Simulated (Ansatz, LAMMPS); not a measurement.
# A vacancy of O at several sites of glassy 32CaO-68Al2O3 (mol %) (113 atoms), part 2 of 3

At which site of glassy 32CaO-68Al2O3 (mol %) (113 atoms) does a vacancy of O cost least, and what about the site decides it?

Ansatz 0.2.0; Kohn-Sham DFT, PBE, PAW (set soft_2), plane waves.

The cell: 9 Ca, 38 Al and 66 O. The quench rate of 50 K/ps far exceeds what a furnace or splat quench reaches. The network of bonds at the start is that of the classical potential that made the cell. The Brillouin zone is sampled at Γ only, in a cell whose shortest periodic width is 11 Å.

So far. Step 2 (Single point at the start): The r.m.s. force at the start is 0.97 eV/Å. Step 3 (Relaxation): The relaxation converged after 10 steps, 8.20 eV below its start, with a largest force component of 0.029 eV/Å.

**4. Single point at the relaxed geometry**

One more single point at the end of the walk gives the fuller output and checks the residual forces.

input.yaml

```yaml
crystal:
  lattice:
    - [10.776, 0.0, 0.0]
    - [0.0, 10.776, 0.0]
    - [0.0, 0.0, 10.776]
  atoms:
    - { symbol: Ca, position: [0.90143, 0.62888, 0.06585] }
    - { symbol: Ca, position: [0.69924, 0.93189, 0.23301] }
    - { symbol: Ca, position: [0.81545, 0.87643, 0.89649] }
    - { symbol: Ca, position: [0.05296, 0.91087, 0.15724] }
    - { symbol: Ca, position: [0.75301, 0.22902, 0.79928] }
    - { symbol: Ca, position: [0.63565, 0.39588, 0.06885] }
    [... 101 atom lines left out ...]
    - { symbol: O, position: [0.57584, 0.75737, 0.27488] }
    - { symbol: O, position: [0.43164, 0.93516, 0.40762] }
    - { symbol: O, position: [0.25242, 0.57843, 0.22892] }
    - { symbol: O, position: [0.94175, 0.55106, 0.61669] }
    - { symbol: O, position: [0.3026, 0.38002, 0.78568] }
    - { symbol: O, position: [0.75536, 0.77892, 0.08388] }
kpoints:
  mp_grid: { grid: [1, 1, 1] }
hamiltonian:
  xc: pbe
scf:
  occupations: { method: fixed }
output:
  forces: true
  stress: true
  populations: true
  dos:
    method: { smearing: { sigma: 0.1 } }
    de: 0.1
    projected: { site_lists: { Al: [Al], Ca: [Ca], O: [O] } }
  eigenvalues: true
  write_density: true
  write_potential: true
  volumetric_format: npy
```

Launch:

```sh
$ ansatz run input.yaml --threads 4 --pin off --max-ram 8192MiB --backend cpu --events-out ev --progress --plain --runs-dir out
```

Numbers of over 12 decimals in the logs are rounded to 6 here.

Log:

```text
[...]
Crystal: 113 atoms, lattice volume = 1251.333 Å³
Basis set: ecut = 420 eV, 24405 PW (Γ), exchange–correlation on 150×150×150 points (8 copies of the dense FFT grid, shifted against one another)
Bands: 413, of which v1, the nominal top of the filled ones, is band 300 counted from 1 (299 counted from 0)
Symmetry: 1 space group operations
[...]
k-points: 1
[...]
SCF iter   1: F=—  HF=-74387.282854 eV  |F-HF|=—  |Δ(HF+E_count)|=         —  Δρ=2.35e-3  dr2=1.14e-1  ethr=1.77e-3  ⟨swp⟩=5.0  Hψ=1458  notcnv=0  defer=111
[...]
SCF iter   9: F=-74387.267499 eV  HF=-74387.267499 eV  |F-HF|=2.48e-8  |Δ(HF+E_count)|=   2.53e-7  Δρ=2.00e-6  dr2=4.64e-8  ethr=1.67e-11  ⟨swp⟩=23.0  Hψ=4150  notcnv=0
SCF 1 converged in 9 iterations: F = -74387.267499 eV  dr2 = 4.64e-8
[...]
SCF converged after 9 iterations
Free energy (F): -74387.267499 eV
[...]
Internal energy: -74387.267499 eV  (E = F + TS)
E sigma→0 (E₀):  -74387.267499 eV
Fermi energy:    6.146312 eV
[...]
--- Forces (eV/Å), atoms counted from 1 ---
  atom   1  Ca    -0.00664616     0.00974109     0.00196734
  atom   2  Ca    -0.00240202    -0.01824336    -0.00638180
  atom   3  Ca    -0.00452868    -0.00267793    -0.00217433
  atom   4  Ca     0.00087909     0.00592601    -0.01757304
  atom   5  Ca     0.00413418    -0.00061888     0.00934966
  atom   6  Ca     0.00132951     0.00643579     0.00937766
  atom   7  Ca     0.00686097    -0.00328765     0.00316891
  atom   8  Ca    -0.00095463     0.00373807     0.00870687
  atom   9  Ca     0.00101413    -0.00328814    -0.00749224
  atom  10  Al    -0.00216669    -0.00923419    -0.00614676
  atom  11  Al    -0.00200759    -0.00524368    -0.00049614
  atom  12  Al    -0.00289626     0.00209266     0.00645464
  atom  13  Al     0.00451820    -0.00455836     0.00316864
  atom  14  Al    -0.00273026     0.00983247    -0.01139259
[...]
atom 112  O      0.00553809    -0.00062691     0.00330141
  atom 113  O      0.00633090     0.01463197     0.00350282
  max |Σ_I F_I| component: 3.08e-5 eV/Å
--- Stress (GPa, compression-positive) ---
        2.514209       0.068186       1.076931
        0.068191       4.932111      -1.437032
        1.076946      -1.437037       5.378737
  P = ⅓ Tr σ = 4.2750 GPa (42.750 kbar)
--- Band table (eV) ---
[...]
--- Löwdin populations: 113 sites ---
  site symbol       q [e]
     0     Ca      8.1957
     1     Ca      8.1877
     2     Ca      8.1948
[...]
112      O      7.1073
  spilling = 0.010335 (of n_electrons = 600.000000)
```

The job ended after 23 s (4 threads of Arm Neoverse V2, shared host; peak memory 1.6 GiB).

Numbers from this run:

```yaml
free_energy: -74387.2675 eV
free_energy_per_atom: -658.2944 eV/atom
scf_cycles: 9
pressure: 4.275 GPa
r_m_s_force_component: 0.00582 eV/Å
longest_force: 0.03954 eV/Å
fermi_energy: 6.146 eV
spacing_of_highest_filled_and_lowest_empty_level: 3.728 eV
spilling_of_the_projection: 0.01034
```

Löwdin charges by element and coordination (they lack the spilled electrons, 0.055 e an atom on average):

```
element  coordination  atoms  mean charge (e)  spread   least    most
     Al           all     38             1.27  0.0507    1.11    1.36
     Al             4     13             1.28  0.0408    1.22    1.36
     Al             5     18             1.29  0.0322    1.22    1.36
     Al             6      7             1.21  0.0615    1.11    1.30
     Ca           all      9             1.82  0.0117    1.80    1.84
     Ca             5      2             1.81  0.0036    1.81    1.81
     Ca             6      1             1.82       0    1.82    1.82
     Ca             7      4             1.81   0.007    1.80    1.82
     Ca             9      1             1.82       0    1.82    1.82
     Ca            10      1             1.84       0    1.84    1.84
      O           all     66           -0.887  0.0674   -1.11  -0.797
      O             3     27           -0.872  0.0592   -1.07  -0.809
      O             4     29           -0.894  0.0757   -1.11  -0.797
      O             5     10           -0.905  0.0534  -0.991  -0.812
```

States in the cell by windows of 1 eV, zero at the Fermi level; the larger projections on atomic orbitals stand beside the total:

```csv
from (eV),to (eV),total,O p,Al p
-10,-7,0.0,0.0,0.0
-7,-6,22.5,16.7,1.4
-6,-5,37.8,28.6,3.7
-5,-4,53.1,41.7,7.2
-4,-3,63.0,52.7,6.5
-3,-2,78.2,70.2,4.4
-2,-1,93.4,88.2,2.0
-1,0,47.4,45.5,0.6
0,1,0.6,0.5,0.0
1,3,0.0,0.0,0.0
3,4,2.0,0.0,0.1
4,5,0.5,0.0,0.1
```

With fixed occupations the program's Fermi level is the highest filled level; weight inside the gap is the broadening of levels at its edges.

Between -26 and -10 eV lie 186 more states.

The levels nearest the highest filled one (over half full), pooled over k-points and spins:

```
level less the highest filled one (eV)  occupation
                                -0.386           2
                                -0.345           2
                                -0.303           2
                                -0.241           2
                                -0.156           2
                                     0           2
                                  3.73           0
                                  5.09           0
                                  5.38           0
                                  5.49           0
                                  5.54           0
                                  5.60           0
```

Valence density in the ac plane at fractional y = 0.307, with atoms of Ca and Al and O within 0.2 Å of it. It is the smooth field of the valence electrons, not physical close to the nuclei.

Ten steps, logarithmic in the rise over the least value, from '0' (0.0 e/Å³) to '9' (6.6 e/Å³), each cell a mean:
```
321100000011344322111222111234
221000000011122233321111111222
421000001221111345542111111344
642000123333212345543344212467
642001234543222234433455312477
531001235543222222222344312356
211111233432112454312333211123
001232112221125888632333210000
012344312333236999732222111111
213444322454435888621111123453
423343222455433455310000136886
532222212344322344421000147998
421112222232223578752000135776
321113444321124699963100012343
343323454321123578753111111112
565422343322233345432234432113
666421121123454322222468863223
455321111124676421112579974213
333223444334676421012468863112
221125788633444310001234431112
432136899742222211121111111234
753224787532233322343211001467
863112344211355533343221102478
642100111012356532222332111357
```
Columns run along a (10.8 Å), rows up along c (10.8 Å). Atoms in or near the plane, at fractional coordinates: Ca at (0.54, 0.64), Al at (0.40, 0.41), Al at (0.43, 0.89), Al at (0.10, 0.46), O at (0.79, 0.26), O at (0.93, 0.52), O at (0.25, 0.14), O at (0.57, 0.43).

Electrostatic potential energy in the ac plane at fractional y = 0.307, with atoms of Ca and Al and O within 0.2 Å of it. With pseudopotentials it is smooth inside the atoms' cores, unlike the true potential.

Ten even steps from '_' (-29 eV) to '@' (12 eV), each cell a mean:
```
**##@@@@@@@@@@@@@@@@%%##****##%%@@@@@@@@@@@@@@@@@@@@%%##**++
++**%%@@@@@@@@@@@@@@##++++++++**%%@@@@@@@@@@@@@@@@@@%%##++==
**##%%@@@@@@@@@@@@@@##==**##++++%%%%%%@@@@%%%%%%%%%%%%##**++
**%%@@@@@@@@@@@@@@@@##++++++++**%%####@@%%##****##%%@@%%**==
**@@@@@@@@@@@@@@%%%%%%%%****##%%@@@@@@@@%%**==++**%%@@%%++::
%%@@@@@@@@%%######%%@@@@@@%%%%%%%%%%@@%%%%##****##%%@@@@%%##
@@@@@@@@%%**++++++##%%@@@@%%##**++**##%%%%%%%%%%%%@@@@@@@@@@
@@@@@@@@##++++**++++%%@@@@%%++______==##%%@@@@@@@@@@@@@@@@@@
@@@@@@@@%%++++++++**%%@@@@##--______::##@@@@@@@@@@@@@@@@@@@@
@@@@@@@@%%##****##%%%%%%@@%%++______==##@@@@@@@@@@@@%%%%%%@@
@@%%######%%%%%%@@@@%%%%%%%%##**++**##%%@@@@@@@@@@%%**::..++
%%**++++++**%%@@@@@@%%####%%%%%%%%%%@@@@@@@@@@@@@@@@==____::
##==**##**++%%@@@@%%**++++++##%%--..==@@@@@@@@@@@@@@%%--::**
##++++**++++%%@@%%##++**##++****______##@@@@@@@@@@@@@@@@@@@@
%%##++++++##%%%%%%##++****++**##--..--##%%%%@@@@@@@@@@@@@@@@
%%####%%%%@@@@@@@@%%**++++**%%@@@@%%######%%@@@@@@@@@@@@@@@@
##++**%%@@@@@@@@@@@@%%%%%%%%%%@@@@%%######%%**::::**@@@@@@@@
%%######%%@@@@@@@@@@@@%%##==**@@@@@@%%%%%%%%::____--%%@@@@@@
##++++++++%%@@%%@@@@%%%%**==**@@@@@@%%%%@@@@**::::##@@@@@@@@
**++****==**==..::##%%####%%@@@@@@@@%%%%%%@@@@@@@@@@@@@@@@%%
**++++++++**..____==%%%%%%%%@@@@@@%%%%##%%%%@@@@@@@@@@@@@@%%
--**++++##%%++::--%%@@%%@@@@@@@@%%%%****##%%@@@@@@@@@@@@**--
..##%%%%@@@@@@@@@@@@@@@@@@%%##%%%%%%****##%%@@@@@@@@@@@@==__
++%%@@@@@@@@@@@@@@@@@@@@@@%%##%%@@%%%%##%%%%@@@@@@@@@@%%##==
```
Columns run along a (10.8 Å; values clipped at the 3rd and 97th percentile), rows up along c (10.8 Å). Atoms in or near the plane, at fractional coordinates: Ca at (0.54, 0.64), Al at (0.40, 0.41), Al at (0.43, 0.89), Al at (0.10, 0.46), O at (0.79, 0.26), O at (0.93, 0.52), O at (0.25, 0.14), O at (0.57, 0.43).

Between filled and empty levels lie 3.73 eV (at Γ alone); a semilocal functional tends to put such gaps too low. In a disordered cell it changes from sample to sample, and tail or defect levels can set it. Mean Löwdin charges: Al +1.27, Ca +1.82, O -0.89 e (they miss 1.0 % of the electrons, so they add up to more than the cell's charge).

**5. Vacancy of O, site O68**

The site has 3 bonded neighbours (Al3) at 1.82 Å on average, by cutoffs that count no bonds between two metal atoms or like ions. The change is made in the relaxed cell and the atoms are relaxed again, with spin allowed.

input.yaml

```yaml
crystal:
  lattice:
    - [10.776, 0.0, 0.0]
    - [0.0, 10.776, 0.0]
    - [0.0, 0.0, 10.776]
  atoms:
    [... atom lines 1 to 64 left out ...]
    - { symbol: O, position: [0.97809, 0.73525, 0.89957] }
    - { symbol: O, position: [0.38255, 0.46186, 0.98211] }
    - { symbol: O, position: [0.73516, 0.4045, 0.67792] }
    - { symbol: O, position: [0.38967, 0.95407, 0.88813] }
    - { symbol: O, position: [0.59003, 0.37395, 0.85452] }
    - { symbol: O, position: [0.35928, 0.23619, 0.562] }
    - { symbol: O, position: [0.01367, 0.02784, 0.70314] }
    [... atom lines 72 to 112 left out ...]
magnetization:
  spin_polarized: true
kpoints:
  mp_grid: { grid: [1, 1, 1] }
hamiltonian:
  xc: pbe
scf:
  occupations: { method: fermi_dirac, width: 0.025 }
  lower_state_search: "off"
output:
  forces: true
  eigenvalues: true
relax:
  f_tol: 0.05
  max_steps: 90
```

Log:

```text
[...]
Crystal: 112 atoms, lattice volume = 1251.333 Å³
Basis set: ecut = 420 eV, 24405 PW (Γ), exchange–correlation on 150×150×150 points (8 copies of the dense FFT grid, shifted against one another)
Bands: 410, of which v1, the nominal top of the filled ones, is band 297 counted from 1 (296 counted from 0)
Symmetry: 1 space group operations
[...]
k-points: 1
[...]
Starting moments: Σ|m| = 1.8 μB on 3 of 112 sites
[...]
SCF iter   1: F=—  HF=-73876.572361 eV  |F-HF|=—  |Δ(HF+E_count)|=         —  Δρ=5.07e-2 (↑5.07e-2 ↓5.06e-2)  dr2=2.27e2  dr2_m=7.46e-2  M=0.000 μB ∫|m|=0.320 μB  β_m=0.30  ethr=3.10e-3  ⟨swp⟩=9.0  Hψ=4081  notcnv=0  defer=122
[...]
spin=Collinear: Resta preconditioning applied to the charge; magnetization (m = ρ↑ − ρ↓) channel mixes plain (no charge-response kernel on spin).
SCF iter   2: F=—  HF=-73836.823102 eV  |F-HF|=—  |Δ(HF+E_count)|=    3.97e1  Δρ=2.77e-2 (↑2.76e-2 ↓2.77e-2)  dr2=6.62e1  dr2_m=3.61e-2  M=0.000 μB ∫|m|=0.274 μB  β_m=0.30  ethr=3.10e-3  ⟨swp⟩=3.0  Hψ=1560  notcnv=0  defer=206
[...]
SCF iter   6: F=—  HF=-73816.083400 eV  |F-HF|=—  |Δ(HF+E_count)|=   3.44e-2  Δρ=1.26e-3 (↑1.21e-3 ↓1.26e-3)  dr2=6.79e-2  dr2_m=2.60e-3  M=0.000 μB ∫|m|=0.098 μB  β_m=0.30  ethr=6.48e-5  ⟨swp⟩=3.0  Hψ=1191  notcnv=0  defer=218
[...]
spin-set hold released at iteration 6 (site moments contracting): the magnetisation degrees of freedom join the quasi-Newton model from the next iteration; the mixer history was flushed
SCF iter   7: F=—  HF=-73816.094668 eV  |F-HF|=—  |Δ(HF+E_count)|=   1.13e-2  Δρ=9.32e-4 (↑8.98e-4 ↓9.32e-4)  dr2=4.04e-2  dr2_m=1.44e-3  M=0.000 μB ∫|m|=0.077 μB  β_m=0.65  ethr=1.14e-5  ⟨swp⟩=2.0  Hψ=606  notcnv=0  defer=218
SCF iter   8: F=—  HF=-73816.118784 eV  |F-HF|=—  |Δ(HF+E_count)|=   2.41e-2  Δρ=2.73e-4 (↑2.45e-4 ↓2.73e-4)  dr2=3.64e-3  dr2_m=5.12e-5  M=0.000 μB ∫|m|=0.011 μB  β_m=0.65  ethr=6.81e-6  ⟨swp⟩=2.0  Hψ=1422  notcnv=0  defer=218
[...]
SCF iter  11: F=-73816.120908 eV  HF=-73816.120909 eV  |F-HF|=1.01e-6  |Δ(HF+E_count)|=   4.83e-5  Δρ=2.47e-5 (↑2.47e-5 ↓2.15e-5)  dr2=2.40e-5  dr2_m=4.45e-7  M=0.000 μB ∫|m|=0.001 μB  β_m=0.73  ethr=1.05e-8  ⟨swp⟩=15.5  Hψ=5555  notcnv=0
SCF iter  12: F=-73816.120919 eV  HF=-73816.120917 eV  |F-HF|=2.37e-6  |Δ(HF+E_count)|=   7.69e-6  Δρ=6.72e-6 (↑6.72e-6 ↓6.41e-6)  dr2=2.49e-6  dr2_m=1.26e-7  M=0.000 μB ∫|m|=0.001 μB  ethr=4.04e-9  ⟨swp⟩=3.0  Hψ=2598  notcnv=0
WARN: the starting moments were not kept: the SCF closed with an absolute magnetisation of 5.6e-4 μB, where they sum to 1.8 μB in size (3 sites). That is at most 0.1 of that sum. Measured as dr2_m measures the in/out step, that magnetisation stands 1.9e-8 eV from none, [...]
SCF 1 converged in 12 iterations: F = -73816.120919 eV  dr2 = 2.49e-6
[...]
relax step   1: F+E_penalty+E_count = -73816.12091918 eV  Δ(F+E_penalty+E_count) = +0.000e0 eV  max|allowed force component| = 1.027e0 eV/Å  Δτ_max = 0.0000 Å  (12 SCF iters, dr2 threshold 6.25e-5 eV, accepted)
[... from here on, the SCF cycles and remarks between the steps are left out ...]
relax step   2: F+E_penalty+E_count = -73816.23287994 eV  Δ(F+E_penalty+E_count) = -1.120e-1 eV  max|allowed force component| = 4.530e-1 eV/Å  Δτ_max = 0.0677 Å  (5 SCF iters, dr2 threshold 6.59e-5 eV, accepted)
relax step   3: F+E_penalty+E_count = -73816.28236382 eV  Δ(F+E_penalty+E_count) = -4.948e-2 eV  max|allowed force component| = 2.590e-1 eV/Å  Δτ_max = 0.0467 Å  (6 SCF iters, dr2 threshold 1.28e-5 eV, accepted)
relax step   4: F+E_penalty+E_count = -73816.18667763 eV  Δ(F+E_penalty+E_count) = +9.569e-2 eV  max|allowed force component| = 5.873e-1 eV/Å  Δτ_max = 0.2000 Å  (7 SCF iters, dr2 threshold 1.31e-5 eV, rejected (line search))
relax step   5: F+E_penalty+E_count = -73816.33455323 eV  Δ(F+E_penalty+E_count) = -5.219e-2 eV  max|allowed force component| = 1.305e-1 eV/Å  Δτ_max = 0.0974 Å  (9 SCF iters, accepted)
relax step   6: F+E_penalty+E_count = -73816.33981385 eV  Δ(F+E_penalty+E_count) = -5.261e-3 eV  max|allowed force component| = 1.673e-1 eV/Å  Δτ_max = 0.0387 Å  (6 SCF iters, dr2 threshold 4.32e-6 eV, accepted)
relax step   7: F+E_penalty+E_count = -73816.33489890 eV  Δ(F+E_penalty+E_count) = +4.915e-3 eV  max|allowed force component| = 3.588e-1 eV/Å  Δτ_max = 0.0467 Å  (7 SCF iters, dr2 threshold 7.10e-6 eV, rejected (line search))
relax step   8: F+E_penalty+E_count = -73816.35415611 eV  Δ(F+E_penalty+E_count) = -1.434e-2 eV  max|allowed force component| = 5.656e-2 eV/Å  Δτ_max = 0.0232 Å  (8 SCF iters, accepted)
relax step   9: F+E_penalty+E_count = -73816.33903417 eV  Δ(F+E_penalty+E_count) = +1.512e-2 eV  max|allowed force component| = 4.026e-1 eV/Å  Δτ_max = 0.0750 Å  (9 SCF iters, rejected (line search))
relax step  10: F+E_penalty+E_count = -73816.36175626 eV  Δ(F+E_penalty+E_count) = -7.600e-3 eV  max|allowed force component| = 4.716e-2 eV/Å  Δτ_max = 0.0365 Å  (8 SCF iters, accepted)
relax step  11: F+E_penalty+E_count = -73816.36475746 eV  Δ(F+E_penalty+E_count) = -3.001e-3 eV  max|allowed force component| = 6.036e-2 eV/Å  Δτ_max = 0.0372 Å  (8 SCF iters, accepted)
relax step  12: F+E_penalty+E_count = -73816.36662889 eV  Δ(F+E_penalty+E_count) = -1.871e-3 eV  max|allowed force component| = 4.174e-2 eV/Å  Δτ_max = 0.0210 Å  (5 SCF iters, dr2 threshold 2.53e-6 eV, accepted)
relax step  13: F+E_penalty+E_count = -73816.36662956 eV  Δ(F+E_penalty+E_count) = -6.685e-7 eV  max|allowed force component| = 4.173e-2 eV/Å  Δτ_max = 0.0000 Å  (4 SCF iters, accepted)
SCF converged after 4 iterations
Magnetization: 0.0000 μB (297.0000 up, 297.0000 down)
Absolute magnetization: 0.0000 μB (∫|ρ↑−ρ↓|, with the PAW one-centre terms)
[...]
Per-site moments (μB) at R_I (Å): [(1.3597153665087413e-8, 0.936630), (2.371953412372316e-10, 0.960889), (2.9739814672546315e-8, 0.952531), (2.2515218470381357e-9, 0.916857), (9.408328657999544e-10, 0.905118), [...]
Free energy (F): -73816.366630 eV
[...]
Internal energy: -73816.366630 eV  (E = F + TS)
E sigma→0 (E₀):  -73816.366630 eV
Fermi energy:    8.985469 eV
[...]
Σ components = -73816.366630   (vs F -73816.366630, Δ=0.00e0)
--- Forces (eV/Å), atoms counted from 1 ---
  atom   1  Ca    -0.01176609     0.01127930     0.00038807
  atom   2  Ca     0.00399469     0.00699088     0.00936401
  atom   3  Ca     0.00119372    -0.00011029     0.00109478
  atom   4  Ca    -0.00489509     0.00119137     0.00371510
[...]
atom 112  O      0.01116351    -0.00746592    -0.00996490
  max |Σ_I F_I| component: 1.36e-4 eV/Å
--- Band table (eV) ---
[...]
--- Relaxed structure (13 steps of the walk, 10 accepted, 0 SCFs on fresh bases) ---
  F+E_penalty+E_count = -73816.36662956 eV   max|allowed force component| = 4.173e-2 eV/Å
  atoms:
    - { symbol: Ca, position: [0.908330, 0.626118, 0.064627] }
    - { symbol: Ca, position: [0.695785, 0.932814, 0.228850] }
    - { symbol: Ca, position: [0.813708, 0.872427, 0.899690] }
    - { symbol: Ca, position: [0.051022, 0.912449, 0.158669] }
[...]
- { symbol: O, position: [0.758281, 0.776575, 0.086195] }
```

It took 6.3 min on 4 threads; peak memory 2.7 GiB.

The program notes that starting moments were not kept.

The relaxation converged after 13 steps, 0.246 eV below its start, with a largest force component of 0.042 eV/Å.

The surroundings of the place of the removed atom, after relaxation: 12 atoms, nearest first, with positions taken from that point. Atoms keep their numbers of the cell before the removal, where the removed atom was number 68.

```csv
atom,x,y,z,distance (Å),bonds
Al34,-0.74,-1.51,-0.23,1.69,4
Al16,-1.44,1.00,-0.11,1.76,4
Al18,1.91,-0.38,0.26,1.97,4
O66,0.97,-1.87,0.85,2.27,4
O90,1.86,1.30,0.91,2.45,3
O94,-2.11,-0.84,-1.39,2.66,4
O83,-1.09,1.89,-1.64,2.73,3
O99,-1.17,2.30,1.08,2.80,3
O107,2.39,-0.47,-1.55,2.88,4
O85,-2.00,-2.14,0.91,3.06,3
O112,0.13,-2.84,-1.22,3.09,3
Al40,0.49,2.71,1.46,3.12,5
```

The column of bonds counts only the pairs O-Al within 2.49 Å, O-Ca within 2.83 Å; other neighbours, such as metal atoms beside each other in a compound, aren't counted, and periodic images can show an atom twice.

The largest move is 0.26 Å, by O90.

**6. Vacancy of O, site O77**

The site has 5 bonded neighbours (Ca3Al2) at 2.38 Å on average. 

Input and log are left out; they have the form of those shown for this kind of step.

The job ended after 8.2 min (4 threads of Arm Neoverse V2, shared host; peak memory 2.8 GiB; 32 min of CPU time).

The relaxation converged after 16 steps, 0.228 eV below its start, with a largest force component of 0.033 eV/Å.

**7. Vacancy of O, site O88**

The site has 4 bonded neighbours (CaAl3) at 1.99 Å on average. 

Input and log are left out; they have the form of those shown for this kind of step.

Wall time 6.2 min (4 threads of Arm Neoverse V2, shared host); peak memory 2.8 GiB.

The relaxation converged after 12 steps, 0.645 eV below its start, with a largest force component of 0.034 eV/Å.

(Continued in part 3 of 3.)

[Logs are printed without paths, hosts, clocks, repeated set-up lines and the standing remarks that a program may print on its own settings, such as how far it seeks lower states.]

[Hosts, paths, dates, database ids (printed as entryN), source tags and the programs' standing remarks are cut or masked in the printed files.]
